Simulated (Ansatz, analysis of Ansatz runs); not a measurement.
# Reproducing a measured charge-transition level: Ni on the Ga site in GaP

Subject: Ni on the Ga site in GaP. Wanted: its charge-transition level, in one set-up (PBE, 32-site cell, PBE lattice, 420 eV, k: the single point 1/4 1/4 1/4 then 2x2x2 shifted 0.5 0.5 0.5, with the key ISMEAR). The model is a cell of 32 host atoms with 1 Ga taken out and 1 Ni put in. The level is the Fermi energy at which two charge states have equal formation energy, after a correction for the images of the charge.

Measured beforehand: (0/-1) level above the valence-band top: 0.62 eV, by photoconductivity photoresponse (value called somewhat questionable) (quoted in “Electronic structure of transition-atom impurities in GaP”, 1985, V. A. Singh and Alex Zunger, quoting earlier work (1982)). (-1/-2) level above the valence-band top: 1.55 eV, by photocapacitance (quoted in “Electronic structure of transition-atom impurities in GaP”, 1985, V. A. Singh and Alex Zunger, quoting earlier work (1981)).

Program: Ansatz 0.2.0. Level of theory: plane-wave PAW DFT, PBE; relaxation of all atoms of a defect supercell. Results are calculated unless marked as measured.

## 1. Starting point

The cell holds 32 atoms: 15 Ga, 1 Ni and 16 P. Cell: a = 9.535 Å, b = 9.535 Å, c = 9.535 Å, α = 109.5°, β = 109.5°, γ = 109.5°. It derives from GaP (space group F-43m). Nearest the centre at fractional (0.250, 0.500, 0.250): Ni7 at 0.00 Å, P23 at 2.38 Å, P19 at 2.38 Å, P22 at 2.38 Å, P28 at 2.38 Å, Ga3 at 3.89 Å, Ga11 at 3.89 Å, Ga6 at 3.89 Å.

The host's primitive cell comes from a first run (plane-wave PAW DFT, PBE; relaxation of the host's cell and atoms): vectors of 3.893, 3.893 and 3.893 Å. That is 20.86 Å³ an atom, 3.0 % over the diffraction cell's volume. The supercell is built on it.

## 2. Relaxation, charge 0

Every later number rests on the structure around the defect, so the atoms are relaxed at the host's lattice first.

The input, relax0/input.yaml:

```yaml
relax:
  f_tol: 0.02
  max_steps: 80
  random_displacement: { amplitude: 0.05, seed: 892 }
crystal:
  lattice:
    - [-5.50512848, 5.50512848, -5.50512848]
    - [5.50512848, 5.50512848, 5.50512848]
    - [5.50512848, -5.50512848, -5.50512848]
  atoms:
    - { symbol: Ga, position: [0.0, 0.0, 0.0] }
    - { symbol: Ga, position: [0.0, 0.25, 0.75] }
    - { symbol: Ga, position: [0.0, 0.5, 0.5] }
    - { symbol: Ga, position: [0.0, 0.75, 0.25] }
    - { symbol: Ga, position: [0.25, 0.0, 0.75] }
    - { symbol: Ga, position: [0.25, 0.25, 0.5] }
    - { symbol: Ni, position: [0.25, 0.5, 0.25], spin: 3.0 }
    - { symbol: Ga, position: [0.25, 0.75, 0.0] }
    - { symbol: Ga, position: [0.5, 0.0, 0.5] }
    - { symbol: Ga, position: [0.5, 0.25, 0.25] }
    - { symbol: Ga, position: [0.5, 0.5, 0.0] }
    - { symbol: Ga, position: [0.5, 0.75, 0.75] }
    - { symbol: Ga, position: [0.75, 0.0, 0.25] }
    - { symbol: Ga, position: [0.75, 0.25, 0.0] }
    - { symbol: Ga, position: [0.75, 0.5, 0.75] }
    - { symbol: Ga, position: [0.75, 0.75, 0.5] }
    - { symbol: P, position: [0.0, 0.0, 0.75] }
    - { symbol: P, position: [0.0, 0.25, 0.5] }
    - { symbol: P, position: [0.0, 0.5, 0.25] }
    - { symbol: P, position: [0.0, 0.75, 0.0] }
    - { symbol: P, position: [0.25, 0.0, 0.5] }
    - { symbol: P, position: [0.25, 0.25, 0.25] }
    - { symbol: P, position: [0.25, 0.5, 0.0] }
    - { symbol: P, position: [0.25, 0.75, 0.75] }
    - { symbol: P, position: [0.5, 0.0, 0.25] }
    - { symbol: P, position: [0.5, 0.25, 0.0] }
    - { symbol: P, position: [0.5, 0.5, 0.75] }
    - { symbol: P, position: [0.5, 0.75, 0.5] }
    - { symbol: P, position: [0.75, 0.0, 0.0] }
    - { symbol: P, position: [0.75, 0.25, 0.75] }
    - { symbol: P, position: [0.75, 0.5, 0.5] }
    - { symbol: P, position: [0.75, 0.75, 0.25] }
  host:
    repeats: [1, 1, 1]
    atoms:
      - { symbol: Ga, position: [0.0, 0.0, 0.0] }
      - { symbol: Ga, position: [0.0, 0.25, 0.75] }
      # ... 30 more atoms of the perfect host
basis:
  ecutwfc: 420
  xc_grid: 2
hamiltonian:
  xc: pbe
kpoints:
  mp_grid: { grid: [1, 1, 1], shift: [0.25, 0.25, 0.25] }
magnetization:
  spin_polarized: true
  initial_magnetization: 3
  spin_locking: { lock_magnetization: hard }
scf:
  occupations: { method: fermi_dirac, width: 0.01 }
  max_iter: 100
  ISMEAR: 0
output:
  forces: true
  charged_corrections:
    epsilon: 10.62
    static_epsilon: 12.85
    defect_position: [0.25, 0.5, 0.25]
checkpoint:
  write: "../relax0.run"
  compress: false
  write_wavefunctions: true
  write_every: 100000
```

Run with:

```
> ansatz run input.yaml --threads 2 --pin off --max-ram 3768MiB --backend cpu --events-out ev --progress --plain --runs-dir out
```

What it wrote:

```text
Error: YAML parse error: error: line 92 column 3: unknown field `ISMEAR`, expected one of max_iter, algorithm, n_extra_bands, self_checks, convergence, lower_state_search, omitted_lower_state_checks, lower_solution_reach, mixing, occupations, eigensolver, [...]
  --> <input>:92:3
   |
90 |   occupations: { method: fermi_dirac, width: 0.01 }
91 |   max_iter: 100
92 |   ISMEAR: 0
   |   ^ unknown field `ISMEAR`, expected one of max_iter, algorithm, n_extra_bands, self_checks, convergence, lower_state_search, omitted_lower_state_checks, lower_solution_reach, mixing, occupations, eigensolver, initial_density, exx
93 | output:
94 |   forces: true
   |
```

The job ended after 0.02 s (2 threads of Intel Xeon Platinum 8488C (Sapphire Rapids), shared host; peak memory 0.031 GiB).

The input was rejected at the start.

The program's message: “Error: YAML parse error: error: line 92 column 3: unknown field `ISMEAR`, expected one of max_iter, algorithm, n_extra_bands, self_checks, convergence, lower_state_search, omitted_lower_state_checks, …”

## 3. Outcome

The charge-transition level was not obtained, because the step “relaxation, charge 0” was refused by the program; the cause lies in the set-up: ISMEAR is a key of another program.

[Logs are printed without paths, hosts, clocks, repeated set-up lines and the standing remarks that a program may print on its own settings, such as how far it seeks lower states.]

[Hosts, paths, dates, database ids (printed as entryN), source tags and the programs' standing remarks are cut or masked in the printed files.]

[For some hosts the program warned that the k-mesh of the response run may be too coarse for force constants and the static dielectric constant; such warnings are not shown here.]
